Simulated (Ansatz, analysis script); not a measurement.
## Straining MnAu: anisotropy against c/a

Wanted: the anisotropy energy of MnAu against c/a.

Calculated with Ansatz 0.2.0; PBEsol, PAW set soft_1 (files made for PBE).

### Step 1. Set-up

The structure is tetragonal, space group P4/mmm (No. 123). The conventional cell has a = 3.255 Å, b = 3.255 Å, c = 3.176 Å, α = 90.00°, β = 90.00°, γ = 90.00°. Nearest to Mn lie 8 Au at 2.80 Å. Au has 8 Mn at 2.80 Å nearest. Farther neighbours are not listed.

The cell comes from the Materials Project, a database of computed structures, and the real compound, where it exists, may take another one.

This is the database's cell with c/a scaled by 0.94 at fixed volume.

### Step 2. The first member, moments along [001]

A collinear run gave the moments typed here. Each cell is then solved with spin–orbit coupling for two directions of the moments, alike in all else.

Contents of input.yaml:

```yaml
crystal:
  lattice:
    - [3.255176, 0.0, 0.0]
    - [0.0, 3.255176, 0.0]
    - [0.0, 0.0, 3.176108]
  atoms:
    - { symbol: Mn, position: [0.5, 0.5, 0.5], spin: 3.98, spin_axis: [0.0, 0.0, 1.0] }
    - { symbol: Au, position: [0.0, 0.0, 0.0] }
kpoints:
  mp_grid: { grid: [16, 16, 15] }
hamiltonian:
  xc: pbesol
  noncollinear_xc: locally_collinear
  pseudopotentials: { kind: paw_fr, azcp: { folder: soft_1 }, xc_functional: pbe }
scf:
  occupations: { method: fermi_dirac, width: 0.05 }
  max_iter: 120
  convergence: { dr2_threshold: 1.0e-08 }
  lower_state_search: "off"
basis:
  ecutwfc: 420.0
magnetization:
  noncollinear: true
  spin_orbit: true
output:
  hubbard: { sites: [{ species: Au, l: d }, { species: Mn, l: d }] }
```

The run is started by

```
$ ansatz run input.yaml --threads 1 --pin off --max-ram 2048MiB --backend cpu --events-out ev --progress --plain --runs-dir out
```

Numbers of over 12 decimals in the logs are rounded to 6 here.

The program printed:

```text
Engine: ansatz 0.2.0, x86_64-unknown-linux-gnu
Pseudopotentials: kind: paw_fr
Pseudopotential: Mn, paw, valence charge 15, recommended cutoff 420 eV (normal), soft_1/Mn.paw.azcp
Pseudopotential: Au, paw, valence charge 19, recommended cutoff 420 eV (normal), soft_1/Au.paw.azcp
Functional definition: PBEsol
  exchange = pbesol_x
  correlation = pbesol_c
Crystal: 2 atoms, lattice volume = 33.655 Å³
Basis set: ecut = 420 eV, 667 PW (Γ)
Bands: 42, of which v1, the nominal top of the filled ones, is band 34 counted from 1 (33 counted from 0)
Symmetry: 8 space group operations + 8 with time reversal
Magnetic group: BNS 123.345 (UNI 1005), of the structure as read, at distance tolerance 3.2e-5 Å
k-points: 360 of 3840 (time reversal used)
Projection manifold: j_resolved (fully-relativistic pseudo-atomic orbitals)
Non-local potential: Mn, projectors of the file, resolved by j, l = 0: 3, l = 1: 4, l = 2: 6, l = 3: 2
Non-local potential: Au, projectors of the file, resolved by j, l = 0: 3, l = 1: 4, l = 2: 4, l = 3: 2
PAW form: soft (Blöchl's): semilocal exchange-correlation on the pseudo side does not see the compensation charge
PAW frozen core: Mn, regenerated for the run's functional, and the local potential with it (the file was generated under x = pbe(κ = 0.804, μ = 0.219515), c = pbe(β = 0.066725))
PAW frozen core: Au, regenerated for the run's functional, and the local potential with it (the file was generated under x = pbe(κ = 0.804, μ = 0.219515), c = pbe(β = 0.066725))
PAW one-centre angular grid: Mn, 590 points (default); XC on its mesh's 2633 points in the sphere
PAW one-centre angular grid: Au, 590 points (default); XC on its mesh's 2889 points in the sphere
Initial density: superposition of atomic densities (chi_scale 0.1, normalization cell, long waves kept (reshape's long-wave potential 0.00 eV rms))
Starting moments: Σ|m| = 3.98 μB on 1 of 2 sites
Initial wavefunctions: pseudopotential atomic-orbital guess
Functional: x = pbesol(κ = 0.804, μ = 0.123457), c = pbesol(β = 0.046)
SCF iter   1: F=—  HF=-16935.028303 eV  |F-HF|=—  |Δ(HF+E_count)|=         —  Δρ=7.72e-1  dr2=2.81e2  dr2_m=1.47e1  ethr=3.10e-3  |M|=5.36e-1 ∫|m|=6.10e-1 μB  |m|>n=0.0e0 m-floor=0.0e0 τ_xc=0.0e0  β_m=0.30  ⟨swp⟩=8.3  Hψ=72205  notcnv=0  defer=4
preconditioner: auto → Kerker (q_TF=auto, 2.733 Å⁻¹)  [metal: Δε(μ)=0.003 eV  Ē_g=6.547 eV  σ=0.050 eV  W_gap=0.02  n_scr=10 (ndim 8)  ℏωp=27.2 eV  f_vac=0.000  D(μ)=2.13/eV (n_scr^D=26)]
spin=Noncollinear: Kerker preconditioning applied to the charge; magnetization (m_x, m_y, m_z) channels mix plain (no charge-response kernel on spin).
[...]
SCF iter  12: F=—  HF=-16914.350370 eV  |F-HF|=—  |Δ(HF+E_count)|=   2.61e-6  Δρ=6.41e-5  dr2=1.39e-6  dr2_m=2.31e-8  ethr=8.47e-9  |M|=4.14e0 ∫|m|=4.27e0 μB  |m|>n=0.0e0 m-floor=0.0e0 τ_xc=2.1e-19  β_m=0.98  ⟨swp⟩=1.2  Hψ=15075  notcnv=0  defer=317
SCF iter  13: F=-16914.350370 eV  HF=-16914.350370 eV  |F-HF|=4.74e-9  |Δ(HF+E_count)|=   2.40e-7  Δρ=5.29e-6  dr2=6.61e-9  dr2_m=1.47e-9  ethr=2.94e-11  |M|=4.14e0 ∫|m|=4.27e0 μB  |m|>n=0.0e0 m-floor=0.0e0 τ_xc=2.2e-19  ⟨swp⟩=6.1  Hψ=53184  notcnv=0
SCF 1 converged in 13 iterations: F = -16914.350370 eV  dr2 = 6.61e-9
[...]
SCF converged after 13 iterations
Stability not checked: this state was not tested for a lower state beside it, because this non-collinear magnet's GGA is evaluated by the locally collinear projection, under which the energy is not smooth in the magnetisation (locally_collinear_gga; see scf.lower_state_search)
Magnetization: |M| = 4.1413 μB,  M = (-0.0000, -0.0000, +4.1413) μB
Absolute magnetization: 4.2721 μB (∫|m|, with the PAW one-centre terms)
  site 0: m = (+0.0000, -0.0000, +3.9458) μB, |m| = 3.9458 μB  (R = 1.15 Å)
  site 1: m = (-0.0000, -0.0000, +0.0913) μB, |m| = 0.0913 μB  (R = 1.15 Å)
Free energy (F): -16914.350370 eV
Harris-Foulkes:  -16914.350370 eV  (|F-HF|=4.74e-9)
Internal energy: -16914.340629 eV  (E = F + TS)
E sigma→0 (E₀):  -16914.345499 eV
Entropy (-TS):   -0.009740 eV (-4.870 meV/atom)
Fermi energy:    16.789145 eV
--- Per-component energies (eV) ---
  E_band       = -508.520613
  E_kinetic    = 884.932490
  E_local      = -3977.382100  (includes V_loc(G=0)·N_el)
  E_nonlocal   = 559.937538
  E_hartree    = 1582.867581
  E_xc         = -318.970707
  E_vxc        = -395.583955  (∫ρ·V_xc dr)
  E_paw        = -10919.201979  (= ΣΔE_a)
  E_vpaw       = -746.159289  (= ΣTr[D̂ρ^β])
  E_aug_tail   = 0.001298  (compensation charges beyond the density's cutoff)
  E_ewald      = -4727.009931
  E_core_change = 0.485181  (= ΣΔE_core)
  E_smearing   = -0.009740  (= −TS)
  E_closure    = 0.000000  (closes the sum)
  Σ components = -16914.350370   (vs F -16914.350370, Δ=0.00e0)
--- Band table (eV; the first three rows and the last of 360) ---
  k-point 0: bands = [... 30 lower, 15.1524, 15.3130, 15.3719, 17.5877, 17.7027, 18.5755, 18.6247, 18.6767, ... 4 higher]
  k-point 1: bands = [... 30 lower, 15.0838, 15.2874, 15.3010, 17.5973, 17.6698, 18.4758, 18.5900, 18.6062, ... 4 higher]
  k-point 2: bands = [... 30 lower, 14.9027, 15.1119, 15.2131, 17.5751, 17.6104, 18.2327, 18.3722, 18.5539, ... 4 higher]
  k-point 359: bands = [... 30 lower, 14.8809, 15.3560, 15.5889, 15.7598, 18.9250, 18.9643, 19.7417, 19.8248, ... 4 higher]
--- Occupation matrices: 2 shells (Löwdin-built; ε = 2.00e-2, provisional) ---
  Mn0 d_3D: site group D4h (4/mmm)
  Mn0 d_3D spinor Tr n = 5.5891  λ = 0.073 0.075 0.197 0.198 0.199 0.956 0.957 0.959 0.986 0.988  [2× x2-y2 0.50 (Eg 1.00) E1/2g(0.50) | 3× xy 0.33 (T2g 1.00) E3/2g(0.67) | 3× xz 0.33 (T2g 1.00) E3/2g(0.67) | 2× z2 0.50 (Eg 1.00) E1/2g(0.50)]
  Au1 d_5D: site group D4h (4/mmm)
  Au1 d_5D spinor Tr n = 9.6622  λ = 0.938 0.939 0.949 0.957 0.963 0.972 0.979 0.983 0.990 0.992  [10× z2 0.20 (T2g 0.60) E3/2g(0.60)]
  Tr n, λ and their labels are of the run-group-symmetrised matrices; stabiliser: 16 of 32 elements of G0×{1,Θ} (closed), max defect 3.7e-15 at τ = 4.2e-3
```

Wall time 4 min (1 thread of AMD EPYC 7R43, shared host); peak memory 1.1 GiB.

### Step 3. The first member, moments along [100]

input.yaml, as its differences from that of step 2:

```diff
@@ -6,3 +6,3 @@
   atoms:
-    - { symbol: Mn, position: [0.5, 0.5, 0.5], spin: 3.98, spin_axis: [0.0, 0.0, 1.0] }
+    - { symbol: Mn, position: [0.5, 0.5, 0.5], spin: 3.98, spin_axis: [1.0, 0.0, 0.0] }
     - { symbol: Au, position: [0.0, 0.0, 0.0] }
```

The program printed:

```text
[...]
Crystal: 2 atoms, lattice volume = 33.655 Å³
Basis set: ecut = 420 eV, 667 PW (Γ)
Bands: 42, of which v1, the nominal top of the filled ones, is band 34 counted from 1 (33 counted from 0)
Symmetry: 4 space group operations + 4 with time reversal
[...]
k-points: 648 of 3840 (time reversal used)
Projection manifold: j_resolved (fully-relativistic pseudo-atomic orbitals)
[...]
--- Occupation matrices: 2 shells (Löwdin-built; ε = 2.00e-2, provisional) ---
  Mn0 d_3D: site group D4h (4/mmm)
  Mn0 d_3D spinor Tr n = 5.5891  λ = 0.073 0.075 0.197 0.198 0.199 0.956 0.958 0.959 0.986 0.988  [2× z2 0.50 (Eg 1.00) E3/2g(0.50) | 3× yz 0.33 (T2g 1.00) E3/2g(0.67) | 3× xy 0.33 (T2g 1.00) E3/2g(0.66) | 2× x2-y2 0.50 (Eg 1.00) E3/2g(0.50)]
  Au1 d_5D: site group D4h (4/mmm)
[...]
[key lines of the parts left out:]
SCF converged after 13 iterations
Magnetization: |M| = 4.1417 μB,  M = (+4.1417, +0.0000, +0.0000) μB
Free energy (F): -16914.350575 eV
Fermi energy:    16.789786 eV
```

It took 7.1 min on 1 thread; peak memory 1.6 GiB.

The energy lies 0.205 meV below that of the step before.

### Step 4. The series

The other members take other factors on c/a at fixed volume, with fractional positions and mesh kept. ΔE = E([100]) − E([001]), so ΔE > 0 favours [001]; 1 meV/Å³ is 160.2 MJ/m³.

| factor on c/a | mesh | ΔE (meV a cell) | K (MJ/m³) | ΔE at zero smearing (meV) | net spin moment (μB) | d orbital moment of the cell, first less second direction (μB) |
| --- | --- | --- | --- | --- | --- | --- |
| 0.94 | 16×16×15 | -0.205 | -0.978 | -0.326 | 4.14 | -0.0006 |
| 0.97 | 16×16×15 | -0.0647 | -0.308 | -0.0693 | 4.14 | -0.0002 |
| 1 | 16×16×15 | 0.082 | 0.390 | 0.0707 | 4.14 | 0.0012 |
| 1.03 | 16×16×15 | 0.292 | 1.39 | 0.324 | 4.13 | 0.0025 |
| 1.06 | 16×16×15 | 0.378 | 1.80 | 0.355 | 4.12 | 0.0049 |
| 1.1 | 16×16×15 | 0.500 | 2.38 | 0.452 | 4.12 | 0.0067 |

ΔE is a difference of free energies at a smearing of 0.05 eV.

### Step 5. What came out

```json
{"ΔE at 0.94": "-0.205 meV", "ΔE at 1.1": "0.500 meV", "most positive ΔE": "0.500 meV at 1.1"}
```

In words: ΔE runs from -0.205 to 0.500 meV a cell; no line is fitted. At 0.97 and 1 the sign is not resolved. The spin–orbit part favours [001] at 1.03, 1.06 and 1.1. ΔE favours [100] at 0.94. Each point stands on one mesh, whose error is not tested. Magnetic dipole terms are not included. Only parallel order was typed, so where the real system orders otherwise this state is hypothetical. The atoms were not relaxed. In doubt: the program's search for lower states was switched off, so that the typed alignment is kept; lower states may exist.

[Logs and program files are shortened in this print: banners, set-up blocks, solver, clock and traceback lines can be left out without a mark of their own.]

[Logs are printed without paths, hosts, clocks, repeated set-up lines and the standing remarks that a program may print on its own settings, such as how far it seeks lower states.]

[Hosts, paths, dates, database ids (printed as entryN), source tags and the programs' standing remarks are cut or masked in the printed files.]
